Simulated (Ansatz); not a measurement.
# How many bands does the GW gap of InF3 (R-3c) need?, part 2 of 2

Aim: see how the G0W0 gap of InF3 (R-3c) on LDA moves with empty bands and screening cutoff, and what each rung costs.

Ansatz 0.2.0; G0W0 on LDA, plane waves, PAW. Known limits of the many-body steps: not at the basis limit; no spin-orbit coupling.

So far. Step 4 (911 empty bands, screening to 230 eV): Against the run with 4×4×4 mesh, 423 empty bands, screening to 138 eV, the gap moves by +0.11 eV.

### Step 5. Changing the frequency model: 4×4×4 mesh, 911 empty bands, screening to 230 eV, plasmon pole

A plasmon pole stands in for the full frequency dependence of the screening; this run shows what that costs in accuracy.

Contents of input.yaml:

```yaml
crystal:
  lattice:
    - [2.6021411829, 1.5023469124, 4.9075061345]
    - [-2.6021411829, 1.5023469124, 4.9075061345]
    - [0.0, -3.0046938249, 4.9075061345]
  atoms:
    - { symbol: In, position: [0.5, 0.5, 0.5] }
    - { symbol: In, position: [0.0, 0.0, 0.0] }
    - { symbol: F, position: [0.39570922, 0.75, 0.10429078] }
    - { symbol: F, position: [0.75, 0.10429078, 0.39570922] }
    - { symbol: F, position: [0.89570922, 0.60429078, 0.25] }
    - { symbol: F, position: [0.25, 0.89570922, 0.60429078] }
    - { symbol: F, position: [0.60429078, 0.25, 0.89570922] }
    - { symbol: F, position: [0.10429078, 0.39570922, 0.75] }
kpoints:
  mp_grid: { grid: [4, 4, 4] }
hamiltonian:
  xc: lda
scf:
  occupations: { method: fixed }
gw:
  n_empty_bands: 911
  ecut_chi: 230.0
  qp_bands: [v2, c2]
  qp_kpoints: band_edges
  screening: { model: godby_needs }
```

Started as:

```console
ansatz run input.yaml --threads 3 --pin off --max-ram 92160MiB --backend cuda --events-out ev --progress --plain --runs-dir out --devices 1 --max-vram 13GiB  # rebuilt from the run's record
```

Numbers of over 12 decimals in the logs are rounded to 6 here.

Output:

```text
GPUs: using 1 of 1 available (devices: 1).
[...]
GPU FFT provider: cuFFT
GPU libraries: cuBLAS 13.8.2, cuFFT 12.4.0, cuSOLVER 12.3.4
Crystal: 8 atoms, lattice volume = 115.110 Å³
Basis set: ecut = 420 eV, 2249 PW (Γ)
Bands: 42, of which v1, the nominal top of the filled ones, is band 34 counted from 1 (33 counted from 0)
Symmetry: 12 space group operations
[...]
k-points: 13 of 64
[...]
1    36      9.6302   -13.8347    -4.2074   -20.2997  0.8420    11.9006    11.8878  root
[...]
12    33      1.0879   -32.0289     5.8851   -24.2488  0.7892    -0.8347    -0.8072  root
    12    34      1.0879   -32.0289     5.8851   -24.2488  0.7892    -0.8347    -0.8072  root
    12    35      7.6511   -13.1858    -3.5935   -18.6925  0.8516     9.5753     9.5642  root
    12    36      7.6511   -13.1858    -3.5935   -18.6925  0.8516     9.5753     9.5642  root
[key lines of the parts left out:]
SCF converged after 7 iterations
Free energy (F): -15679.865087 eV
Fermi energy:    1.213487 eV
```

It took 2.1 min on 1 × NVIDIA H100 80GB HBM3 (shared by 6 runs) with 3 threads of AMD EPYC 7R13 (Zen 3), shared host; peak memory 6.7 GiB.

Numbers from this step:

```
bands summed                                 : 945
plasmon-pole fit frequency                   : 28.54 eV
RPA ε∞ on this mesh (eigenvalues)            : 2.382, 2.382, 2.461
plane waves in the screening matrix          : 919
G0W0 gap on the mesh                         : 7.473 eV
k of the valence top                         : 0, -0.5, -0.5
k of the conduction bottom                   : 0, 0, 0
starting gap on the mesh                     : 4.013 eV
least direct G0W0 gap on the computed points : 7.525 eV
```

Against the run with 4×4×4 mesh, 911 empty bands, screening to 230 eV, the gap moves by +0.05 eV.

### Step 6. Changing the files and raising the bands: 4×4×4 mesh, 1351 empty bands, screening to 299 eV, hard PAW files

Other atomic data (hard PAW) test the pseudisation: the cutoff goes from 420 to 1050 eV and the valence electrons from 68 to 84, which opens shells that were frozen. Bands and screening cutoff change too, so the step is no clean test of the files.

Edit input.yaml of step 5 so:

```diff
@@ -18,2 +18,3 @@
   xc: lda
+  pseudopotentials: { kind: paw, source: ansatz }
 scf:
@@ -21,6 +22,6 @@
 gw:
-  n_empty_bands: 911
-  ecut_chi: 230.0
+  n_empty_bands: 1351
+  ecut_chi: 299.0
   qp_bands: [v2, c2]
   qp_kpoints: band_edges
-  screening: { model: godby_needs }
+  screening: { model: contour_deformation }
```

Output:

```text
GPUs: using 1 of 1 available (devices: 1).
[...]
GPU FFT provider: cuFFT
GPU libraries: cuBLAS 13.8.2, cuFFT 12.4.0, cuSOLVER 12.3.4
Crystal: 8 atoms, lattice volume = 115.110 Å³
Basis set: ecut = 1050 eV, 8899 PW (Γ)
Bands: 51, of which v1, the nominal top of the filled ones, is band 42 counted from 1 (41 counted from 0)
Symmetry: 12 space group operations
[...]
k-points: 13 of 64
[...]
1    44     10.5037   -13.8188    -4.5717   -20.2865  0.8132    12.4514    12.3998  root
[...]
12    41      1.9595   -32.0309     5.6372   -24.2518  0.7570    -0.2649    -0.1825  root
    12    42      1.9595   -32.0309     5.6372   -24.2518  0.7570    -0.2649    -0.1825  root
    12    43      8.5205   -13.1492    -3.8467   -18.6512  0.8312    10.2011    10.1758  root
    12    44      8.5205   -13.1492    -3.8467   -18.6512  0.8312    10.2011    10.1758  root
[key lines of the parts left out:]
SCF converged after 8 iterations
Free energy (F): -22418.516596 eV
Fermi energy:    2.084860 eV
```

The job ended after 3 min (1 × NVIDIA H100 80GB HBM3 (shared by 6 runs) with 3 threads; peak memory 9 GiB).

Numbers from this step:

```
bands summed                                 : 1393
RPA ε∞ on this mesh (eigenvalues)            : 2.382, 2.382, 2.460
plane waves in the screening matrix          : 1363
G0W0 gap on the mesh                         : 7.541 eV
k of the valence top                         : 0, -0.5, -0.5
k of the conduction bottom                   : 0, 0, 0
starting gap on the mesh                     : 4.008 eV
least direct G0W0 gap on the computed points : 7.608 eV
```

Against the run with 4×4×4 mesh, 911 empty bands, screening to 230 eV, the gap moves by +0.12 eV.

### Step 7. The runs together

Times are wall times on 1 × NVIDIA H100 80GB HBM3 (shared by 6 runs) with 3 threads of AMD EPYC 7R13 (Zen 3), shared host, good to a factor of about two.

| mesh | files | frequency | bands summed | cutoff (eV) | start (eV) | G0W0 (eV) | time | host memory (GiB) |
| --- | --- | --- | --- | --- | --- | --- | --- | --- |
| 4×4×4 | default PAW | contour deformation | 183 | 69 | 4.013 | 7.371 | 29 s | 1.2 |
| 4×4×4 | default PAW | contour deformation | 457 | 138 | 4.013 | 7.308 | 54 s | 1.8 |
| 4×4×4 | default PAW | contour deformation | 945 | 230 | 4.013 | 7.421 | 57 s | 3.7 |
| 4×4×4 | default PAW | plasmon pole | 945 | 230 | 4.013 | 7.473 | 2.1 min | 6.7 |
| 4×4×4 | hard PAW | contour deformation | 1393 | 299 | 4.008 | 7.541 | 3 min | 9.0 |

The parts of the quasiparticle energy at the two band edges (eV; QP = start + Σx + Σc − Vxc):

| run | edge | start | Σx | Σc | Vxc | Z | QP |
| --- | --- | --- | --- | --- | --- | --- | --- |
| 183 bands | valence top | 1.08 | -32.89 | 5.43 | -25.96 | 0.78 | -0.42 |
| 183 bands | conduction bottom | 5.23 | -11.72 | -3.17 | -16.62 | 0.86 | 6.96 |
| 457 bands | valence top | 1.21 | -32.41 | 5.95 | -24.73 | 0.76 | -0.52 |
| 457 bands | conduction bottom | 5.23 | -11.72 | -3.34 | -16.62 | 0.85 | 6.79 |
| 945 bands | valence top | 1.21 | -32.41 | 5.75 | -24.73 | 0.76 | -0.72 |
| 945 bands | conduction bottom | 5.23 | -11.72 | -3.43 | -16.62 | 0.85 | 6.70 |

 Where G0W0 reorders the edges (183 bands), the two states listed lie further apart at the start than the starting gap.

### Step 8. What came out

| Quantity | Value |
| --- | --- |
| 183 bands, 69 eV | 7.371 eV |
| 457 bands, 138 eV | 7.308 eV |
| 945 bands, 230 eV | 7.421 eV |
| mesh and start | 4×4×4, LDA |

**Reading.** From 183 to 945 bands the gap moves by +0.05 eV. The gap turns back along the series, so no limit is drawn from it. The plasmon-pole model gives +0.05 eV against contour deformation, 2 % of the correction, and saved no time in this program. With hard PAW files and 1393 bands the gap is 7.54 eV. The many-body steps are scalar-relativistic: spin-orbit coupling is not in them.

[Paths, hosts, dates, memory and timing lines, banners, echoed tables and standing remarks are left out of the program output.]

[Logs are printed without paths, hosts, clocks, repeated set-up lines and the standing remarks that a program may print on its own settings, such as how far it seeks lower states.]

[Runs of the session that timed out or met a known fault of the program may be left out.]

[Cells called generated may have been cut or substituted from an entry of the Crystallography Open Database or the Materials Project.]

[Hosts, paths, dates, database ids (printed as entryN), source tags and the programs' standing remarks are cut or masked in the printed files.]
